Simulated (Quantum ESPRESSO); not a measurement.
## SiC (Moissanite 3C): a worked LO-TO splitting

Aim: work out the LO frequency and the static dielectric constant of SiC (Moissanite 3C) from one linear-response run, then check them.

Main program and level: Quantum ESPRESSO 7.5; DFT LDA, scalar-relativistic, plane waves, PseudoDojo norm-conserving pseudopotentials.

## (1) The relaxed structure

The structure is cubic, space group F-43m (No. 216). The conventional cell has a = 4.326 Å, b = 4.326 Å, c = 4.326 Å, α = 90.00°, β = 90.00°, γ = 90.00°. Si has 4 C at 1.87 Å nearest. Nearest to C lie 4 Si at 1.87 Å. Farther neighbours are not listed.

Coordinates:

```cif
data_structure
_symmetry_space_group_name_H-M 'P 1'
_symmetry_Int_Tables_number 1
_cell_length_a 3.0586
_cell_length_b 3.0586
_cell_length_c 3.0586
_cell_angle_alpha 60.000
_cell_angle_beta 60.000
_cell_angle_gamma 60.000
_cell_volume 20.23
loop_
_atom_site_label
_atom_site_type_symbol
_atom_site_fract_x
_atom_site_fract_y
_atom_site_fract_z
_atom_site_occupancy
Si1 Si 0.00000 0.00000 0.00000 1
C2 C 0.25000 0.25000 0.25000 1
```

This is the cell after its relaxation at this level of theory, not the database cell from which that began.

## (2) What the response run gave

A linear-response run on the relaxed cell, with the response to an electric field; only its zone-centre results are used. Cutoff 90 Ry, k mesh 12×12×12.

Output:

```text
[banners, grids, parts of the stress and lines that vanish by symmetry left out]
Program PHONON v.7.5
     Reading xml data from directory:

[...]
Exchange-correlation= PW
                           (   1   4   0   0   0   0   0)
[...]
kinetic-energy cut-off    =      90.0000  Ry
     charge density cut-off    =     360.0000  Ry
     convergence threshold     =      1.0E-18
[...]
Exchange-correlation= PW
                           (   1   4   0   0   0   0   0)
[...]
q = (   0.0000000   0.0000000   0.0000000 )
     25 Sym.Ops. (with q -> -q+G )
     G cutoff =  609.2840  (  15665 G-vectors)     FFT grid: ( 36, 36, 36)
     number of k points=    72
[...]
Mode symmetry, T_d (-43m)  point group:
[...]
Dielectric constant
[...]
End of electric fields calculation
          Dielectric constant in cartesian axis
          (       6.878850853      -0.000000000      -0.000000000 )
          (       0.000000000       6.878850853       0.000000000 )
          (      -0.000000000      -0.000000000       6.878850853 )
          Effective charges (d Force / dE) in cartesian axis without acoustic sum rule applied (asr)
           atom    1  Si    Mean Z*:        2.72195
      Ex  (        2.72195       -0.00000       -0.00000 )
      Ey  (       -0.00000        2.72195        0.00000 )
      Ez  (       -0.00000        0.00000        2.72195 )
           atom    2  C     Mean Z*:       -2.72347
      Ex  (       -2.72347       -0.00000       -0.00000 )
      Ey  (       -0.00000       -2.72347       -0.00000 )
      Ez  (       -0.00000       -0.00000       -2.72347 )
          Effective charges Sum: Mean:       -0.00151
[...]
Effective charges (d Force / dE) in cartesian axis with asr applied:
           atom    1  Si    Mean Z*:        2.72271
[...]
atom    2  C     Mean Z*:       -2.72271
[...]
Representation #   1 modes #   1   2   3
[...]
End of self-consistent calculation
     Convergence has been achieved
     Representation #   2 modes #   4   5   6
[...]
End of self-consistent calculation
     Convergence has been achieved
[...]
Dielectric constant in cartesian axis
          (       6.878850853      -0.000000000      -0.000000000 )
          (       0.000000000       6.878850853       0.000000000 )
          (      -0.000000000      -0.000000000       6.878850853 )
          Effective charges (d Force / dE) in cartesian axis without acoustic sum rule applied (asr)
           atom    1  Si    Mean Z*:        2.72195
      Ex  (        2.72195       -0.00000       -0.00000 )
      Ey  (       -0.00000        2.72195        0.00000 )
      Ez  (       -0.00000        0.00000        2.72195 )
           atom    2  C     Mean Z*:       -2.72347
      Ex  (       -2.72347       -0.00000       -0.00000 )
      Ey  (       -0.00000       -2.72347       -0.00000 )
      Ez  (       -0.00000       -0.00000       -2.72347 )
          Effective charges Sum: Mean:       -0.00151
[...]
Effective charges (d Force / dE) in cartesian axis with asr applied:
           atom    1  Si    Mean Z*:        2.72271
[...]
atom    2  C     Mean Z*:       -2.72271
[...]
q = (    0.000000000   0.000000000   0.000000000 )
[...]
freq (    1) =      -0.028392 [THz] =      -0.947067 [cm-1]
     freq (    2) =      -0.028392 [THz] =      -0.947067 [cm-1]
     freq (    3) =      -0.028392 [THz] =      -0.947067 [cm-1]
     freq (    4) =      23.926420 [THz] =     798.099474 [cm-1]
     freq (    5) =      23.926420 [THz] =     798.099474 [cm-1]
     freq (    6) =      23.926420 [THz] =     798.099474 [cm-1]
[...]
Mode symmetry, T_d (-43m)  point group:
     freq (   1-   3) =         -0.9  [cm-1]   --> T_2  G_15 P_4   I+R
     freq (   4-   6) =        798.1  [cm-1]   --> T_2  G_15 P_4   I+R

   JOB DONE.
```

| quantity | value |
| --- | --- |
| cell volume Ω (Å³) | 20.233 |
| mass of Si (u) | 28.085 |
| mass of C (u) | 12.011 |
| Born charge of Si, raw (e) | 2.722 |
| Born charge of C, raw (e) | -2.724 |
| ε∞ | 6.879 |
| ω(TO) after the sum rule (cm⁻¹) | 798.1 |

## (3) The calculation

The charges must sum to zero over the cell; taking off their mean, -0.001 e, leaves Z* = 2.723 e on Si. In the polar mode Si moves against C, so the reduced mass is μ = 28.09 × 12.01 / 40.10 = 8.413 u.

A longitudinal wave builds up a field that adds to the restoring force: ω(LO)² = ω(TO)² + 4π Z*² / (μ Ω ε∞), in Hartree atomic units. With μ = 15336 electron masses and Ω = 136.54 bohr³ the second term is 6.4675e-06 Ha², or 311535 cm⁻² (1 Ha = 219474.6 cm⁻¹).

So ω(LO) = √(636964 + 311535) = 973.9 cm⁻¹, and by the Lyddane-Sachs-Teller relation ε₀ = ε∞ (ω(LO)/ω(TO))² = 10.24.

## (4) Check against the program

The analysis program adds the same non-analytic term to the full matrix, here for q along (1 0 0).

Output:

```text
[banner, memory and clock lines left out]
Program DYNMAT v.7.5

     Reading Dynamical Matrix from file g.dyn
     ...Force constants read
     ...epsilon and Z* read

     Polarizability (A^3 units)
     multiply by 0.337882 for Clausius-Mossotti correction
         9.465455    0.000000   -0.000000
        -0.000000    9.465455   -0.000000
        -0.000000    0.000000    9.465455

     IR activities are in (D/A)^2/amu units

# mode   [cm-1]    [THz]      IR
    1     -0.00   -0.0000    0.0000
    2      0.00    0.0000    0.0000
    3      0.00    0.0000    0.0000
    4    798.10   23.9265   20.3291
    5    798.10   23.9265   20.3291
    6    973.91   29.1970   20.3291
```

ε₀ comes from the program's run without a direction of q.

| quantity | by hand | program |
| --- | --- | --- |
| ω(LO) (cm⁻¹) | 973.9 | 973.9 |
| ε₀ | 10.24 | 10.24 |

## (5) What came out

- TO mode: 798.1 cm⁻¹
- LO mode: 973.9 cm⁻¹
- static dielectric constant: 10.24

What this shows: The LO mode of SiC (Moissanite 3C) lies at 974 cm⁻¹, 176 cm⁻¹ above the TO mode; the formula meets the program within 0.1 cm⁻¹, as it must for a cubic crystal with one polar mode. ω(LO)² − ω(TO)² goes with Z*²/ε∞: an error of 5 % in ε∞ would move the LO mode by 7.6 cm⁻¹, and semilocal functionals tend to overestimate ε∞. These are harmonic values at zero temperature, at the volume of this functional, for the structure held cubic; stability elsewhere in the zone is no part of this calculation.

[Host names and launcher messages were left out of these logs when they were recorded.]

[Logs are printed without paths, hosts, clocks, repeated set-up lines and the standing remarks that a program may print on its own settings, such as how far it seeks lower states.]

[Hosts, paths, dates, database ids (printed as entryN), source tags and the programs' standing remarks are cut or masked in the printed files.]
